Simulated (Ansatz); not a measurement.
# A hypothetical structure for AlAsS4, part 2 of 2

Starting from a made-up structure for AlAsS4, the aim is the relaxed cell, its shortest contacts and, where a second run follows, its electronic structure.

Ansatz 0.2.0; DFT, PBEsol, plane-wave PAW, files of the set soft_1, scalar-relativistic, no spin, cell and ions relaxed at zero pressure; PAW set soft_1 (the session's first sound run).

So far: Starting point; Relaxing cell and atoms. The relaxed cell has a = 4.841, c = 10.216 Å (conventional setting).

## 3. Bands of the relaxed cell

A second self-consistent run takes a narrower smearing and the mesh shown in its input; the bands follow along the standard path of the relaxed lattice.

This step: DFT, PBEsol, plane-wave PAW, files of the set soft_1, scalar-relativistic, no spin, bands and density of states at the relaxed cell; PAW set soft_1 (Ansatz 0.2.0).

File input.yaml:

```yaml
crystal:
  lattice:
    - [-2.4205527504, 2.4205527504, 5.1078035883]
    - [2.4205527504, -2.4205527504, 5.1078035883]
    - [2.4205527504, 2.4205527504, -5.1078035883]
  atoms:
    - { symbol: As, position: [0.0, 0.0, 0.0] }
    - { symbol: S, position: [0.5260411076, 0.0260411076, 0.5] }
    - { symbol: S, position: [0.7702379513, 0.7702379513, 0.0] }
    - { symbol: S, position: [0.2297620487, 0.2297620487, 0.0] }
    - { symbol: S, position: [0.9739588924, 0.4739588924, 0.5] }
    - { symbol: Al, position: [0.75, 0.25, 0.5] }
kpoints:
  mp_grid: { grid: [10, 10, 10] }
  band_path:
    path:
      - [[0.0, 0.0, 0.0], [0.5, -0.5, 0.0], [0.5, -0.5, 0.11228732], [0.30614366, -0.30614366, 0.30614366], [0.0, 0.0, 0.0], [0.5, 0.5, -0.5], [0.69385634, 0.30614366, -0.30614366], [0.5, 0.0, 0.0], [0.75, -0.25, -0.25], [0.88771268, 0.11228732, -0.5], [0.5, 0.5, -0.5]]
      - [[0.5, -0.5, 0.0], [0.75, -0.25, -0.25]]
    npoints: 7
scf:
  occupations: { method: fermi_dirac, width: 0.03 }
  n_extra_bands: 10
hamiltonian:
  xc: pbesol
  pseudopotentials: { kind: paw, azcp: { folder: soft_1 }, xc_functional: pbe }
output:
  forces: true
  stress: true
  write_bands: true
  dos: { projected: true }
  write_density: true
  write_potential: true
  elf: true
  volumetric_format: npy
```

Started as:

```
$ ansatz run input.yaml --threads 4 --pin off --max-ram 10240MiB --backend cpu --events-out ev --progress --plain --runs-dir out
```

Numbers of over 12 decimals in the logs are rounded to 6 here.

Log:

```text
[...]
Crystal: 6 atoms, lattice volume = 119.708 Å³
Basis set: ecut = 420 eV, 2341 PW (Γ), exchange–correlation on 90×90×90 points (8 copies of the dense FFT grid, shifted against one another)
Bands: 31, of which v1, the nominal top of the filled ones, is band 21 counted from 1 (20 counted from 0)
Symmetry: 8 space group operations
[...]
k-points: 102 of 1000 (time reversal used)
[...]
SCF iter   1: F=—  HF=-8878.750584 eV  |F-HF|=—  |Δ(HF+E_count)|=         —  Δρ=3.66e-2  dr2=1.63e0  ethr=3.10e-3  ⟨swp⟩=7.2  Hψ=17202  notcnv=0  defer=19
[...]
SCF iter   9: F=-8878.288371 eV  HF=-8878.288371 eV  |F-HF|=2.97e-8  |Δ(HF+E_count)|=   5.32e-7  Δρ=6.20e-6  dr2=8.26e-8  ethr=2.38e-10  ⟨swp⟩=17.0  Hψ=27552  notcnv=0
SCF 1 converged in 9 iterations: F = -8878.288371 eV  dr2 = 8.26e-8
[...]
NSCF: frozen V_eff on 79 k-points
SCF converged after 9 iterations
Free energy (F): -8878.288371 eV
[...]
Internal energy: -8878.275482 eV  (E = F + TS)
E sigma→0 (E₀):  -8878.281927 eV
Entropy (-TS):   -0.012889 eV (-2.148 meV/atom)
Fermi energy:    5.843713 eV
[...]
--- Forces (eV/Å), atoms counted from 1 ---
  atom   1  As     0.00000000    -0.00000000     0.00000000
  atom   2  S     -0.00000000     0.00000000     0.00867020
  atom   3  S      0.00000000     0.00000000    -0.00502988
  atom   4  S      0.00000000     0.00000000     0.00502988
  atom   5  S     -0.00000000     0.00000000    -0.00867020
  atom   6  Al    -0.00000000     0.00000000    -0.00000000
  max |Σ_I F_I| component: 1.14e-16 eV/Å
--- Stress (GPa, compression-positive) ---
       -0.043074       0.000000      -0.000000
        0.000000      -0.043074       0.000000
       -0.000000       0.000000       0.010353
  P = ⅓ Tr σ = -0.0253 GPa (-0.253 kbar)
--- Band table (eV; the first three rows and the last of 102) ---
  k-point 0: bands = [... 17 lower, 4.9898, 4.9898, 5.7868, 5.7868, 5.8185, 9.1516, 10.2964, 10.6505, ... 6 higher]
  k-point 1: bands = [... 17 lower, 4.5873, 5.0770, 5.1160, 5.7965, 6.1780, 9.2842, 10.2501, 11.0271, ... 6 higher]
  k-point 2: bands = [... 17 lower, 4.1132, 4.2569, 5.3244, 5.8033, 6.2838, 9.4930, 10.1131, 10.9408, ... 6 higher]
  k-point 101: bands = [... 17 lower, 4.7628, 4.7628, 5.2779, 5.4073, 5.4073, 7.9002, 10.7124, 10.7124, ... 6 higher]
```

Wall time 8.7 s (4 threads of INTEL XEON PLATINUM 8581C at 2.10GHz (Emerald Rapids), shared host); peak memory 0.68 GiB.

Reading the cycles: dr2 is the Hartree energy of the density residual (eV), the measure of convergence; HF is the Harris–Foulkes estimate of the energy, which meets the free energy F at convergence.

This step gave:

* free energy: -8878.2884 eV
* energy at zero smearing: -8878.2819 eV
* smearing term TS: 0.01289 eV
* Fermi energy: 5.844 eV
* pressure: -0.02527 GPa

bands.tsv at the labelled points (eV, zero at the Fermi level; the bands that come nearest the Fermi level along the path):

```
point  band 18  band 19  band 20  band 21  band 22  band 23  band 24  band 25
    Γ    -0.85    -0.85    -0.06    -0.06    -0.03     3.31     4.45     4.81
    X    -1.07    -0.97     0.14     0.14     1.06     1.35     1.65     4.33
    Y    -1.01    -0.90     0.08     0.10     0.62     1.80     2.53     4.22
    S    -1.50    -1.01    -0.75    -0.49    -0.06     2.32     3.51     4.86
    Γ    -0.85    -0.85    -0.06    -0.06    -0.03     3.31     4.45     4.81
    Z    -1.08    -1.08    -0.57    -0.44    -0.44     2.06     4.87     4.87
   S1    -1.50    -1.01    -0.75    -0.49    -0.06     2.32     3.51     4.86
    N    -1.33    -1.24    -1.13    -0.97     0.57     1.65     4.16     5.15
    P    -1.48    -1.43     0.25     0.27     1.25     1.28     1.42     4.68
   Y1    -1.01    -0.90     0.08     0.10     0.62     1.80     2.53     4.22
    Z    -1.08    -1.08    -0.57    -0.44    -0.44     2.06     4.87     4.87
    X    -1.07    -0.97     0.14     0.14     1.06     1.35     1.65     4.33
    P    -1.48    -1.43     0.25     0.27     1.25     1.28     1.42     4.68
```

States per cell as run, both spins, in windows of 1 eV, from dos.tsv (zero at the Fermi level):

```
from  to  total
  -8  -7   0.02
  -7  -6   1.05
  -6  -5   2.62
  -5  -4   2.54
  -4  -3   3.10
  -3  -2   3.31
  -2  -1   4.52
  -1   0   4.85
   0   1   1.98
   1   2   0.56
   2   3   1.13
   3   4   1.58
   4   5   2.69
   5   6   2.67
```

Below -8 eV lie 20.0 more states.

ELF in the ab plane of the cell as run, not the conventional one, at fractional z = 0.000, with atoms of As and S within 0.2 Å of it. It is the smooth field of the valence electrons, not physical close to the nuclei.

Values, 9 rows by 16 columns, each cell a mean:
```
0.27 0.35 0.52 0.36 0.15 0.11 0.10 0.10 0.29 0.66 0.81 0.76 0.68 0.67 0.64 0.44
0.44 0.42 0.39 0.26 0.12 0.06 0.04 0.05 0.30 0.73 0.84 0.47 0.20 0.48 0.75 0.60
0.31 0.10 0.09 0.09 0.08 0.07 0.05 0.03 0.08 0.38 0.69 0.63 0.36 0.46 0.79 0.71
0.28 0.08 0.04 0.04 0.04 0.04 0.03 0.02 0.02 0.05 0.21 0.46 0.68 0.79 0.80 0.64
0.20 0.33 0.38 0.30 0.15 0.06 0.02 0.01 0.01 0.01 0.02 0.04 0.10 0.17 0.20 0.17
0.55 0.81 0.85 0.79 0.71 0.51 0.22 0.04 0.02 0.03 0.04 0.05 0.05 0.04 0.04 0.15
0.48 0.77 0.57 0.16 0.27 0.70 0.68 0.30 0.05 0.04 0.06 0.08 0.11 0.14 0.15 0.19
0.53 0.67 0.74 0.50 0.44 0.77 0.85 0.59 0.16 0.04 0.04 0.08 0.20 0.40 0.49 0.47
0.22 0.46 0.60 0.57 0.60 0.68 0.65 0.38 0.15 0.17 0.23 0.21 0.27 0.48 0.47 0.18
```
Columns run along a (6.1 Å), rows up along b (6.1 Å). Atoms in or near the plane, at fractional coordinates: As at (0.00, 0.00), S at (0.77, 0.77), S at (0.23, 0.23).

Electrostatic potential energy in the ab plane of the cell as run, not the conventional one, at fractional z = 0.000, with atoms of As and S within 0.2 Å of it. With pseudopotentials it is smooth inside the atoms' cores, unlike the true potential.

Ten even steps from '_' (-36 eV) to '@' (12 eV), each cell a mean:
```
@@%%++##%%@@@@@@@@@@@@%%%%%%##++%%
**++==##%%@@@@@@@@@@%%++--==****++
**++**%%@@@@@@@@@@@@##..____::**##
%%%%%%%%@@@@@@@@@@@@##::__::__==%%
@@@@@@@@@@@@@@@@@@@@%%++______--%%
@@@@@@@@@@@@@@@@@@@@@@%%++::..++%%
@@@@@@@@@@@@@@@@@@@@@@@@%%####%%@@
@@@@@@@@@@@@@@@@@@@@@@@@@@@@@@@@@@
@@@@@@@@@@@@@@@@@@@@@@@@@@@@@@@@@@
@@@@%%%%@@@@@@@@@@@@@@@@@@@@@@@@@@
@@##++==**%%@@@@@@@@@@@@@@@@@@@@@@
%%**..____==%%@@@@@@@@@@@@@@@@@@@@
%%**......__**@@@@@@@@@@@@@@@@%%%%
####--__..__==%%@@@@@@@@@@%%%%####
++****--....++%%@@@@@@@@@@%%**==++
##++**##****##@@@@@@@@@@@@%%++++%%
@@##++##%%%%@@@@@@@@@@@@@@%%****@@
```
Columns run along a (6.1 Å; values clipped at the 3rd and 97th percentile), rows up along b (6.1 Å). Atoms in or near the plane, at fractional coordinates: As at (0.00, 0.00), S at (0.77, 0.77), S at (0.23, 0.23).

Valence density in the ab plane of the cell as run, not the conventional one, at fractional z = 0.000, with atoms of As and S within 0.2 Å of it. It is the smooth field of the valence electrons, not physical close to the nuclei.

Ten steps, logarithmic in the rise over the least value, from '0' (0 e/Å³) to '9' (34 e/Å³), each cell a mean:
```
97310000001111137
54210000001222223
11110000002322221
10000000001221221
00000000001222221
00000000000122321
00000000000011211
00000000000000000
00000000000000000
01110000000000000
11222100000000000
12322210000000000
12221220000000000
12222221000000111
22222321000000123
63222211000000147
96211110000001159
```
Columns run along a (6.1 Å), rows up along b (6.1 Å). Atoms in or near the plane, at fractional coordinates: As at (0.00, 0.00), S at (0.77, 0.77), S at (0.23, 0.23).

## 4. What came out

```
space group, relaxed : I-4m2
conventional cell    : a = 4.841, b = 4.841, c = 10.216 Å; α = 90.0°, β = 90.0°, γ = 90.0°
volume per atom      : 19.95 Å³ (guess 24.11)
```

**Reading.** AlAsS4 relaxes to I-4m2 with a = 4.841, b = 4.841 and c = 10.216 Å. The guessed volume was 21 % too large. The space group I-4m2 was held in the relaxation, so the end point is a stationary structure within it and may be a saddle against distortions or other arrangements. Bands cross the Fermi level, so it is a metal or semimetal at this level. On the 10×10×10 mesh with the narrower smearing (relaxed on 8×8×8) the largest force component is 0.009 eV/Å and the largest stress component is 0.043 GPa, within the relaxation's thresholds of 0.015 eV/Å and 0.05 GPa. The cutoff wasn't tested. A vector of the cell changed its length by 13 %, more than the volume shows. No dispersion term is used, so weakly bound directions may come out too long. Nothing here tests whether the compound is stable against decomposition.

[Logs are printed without paths, hosts, clocks, repeated set-up lines and the standing remarks that a program may print on its own settings, such as how far it seeks lower states.]

[Hosts, paths, dates, database ids (printed as entryN), source tags and the programs' standing remarks are cut or masked in the printed files.]
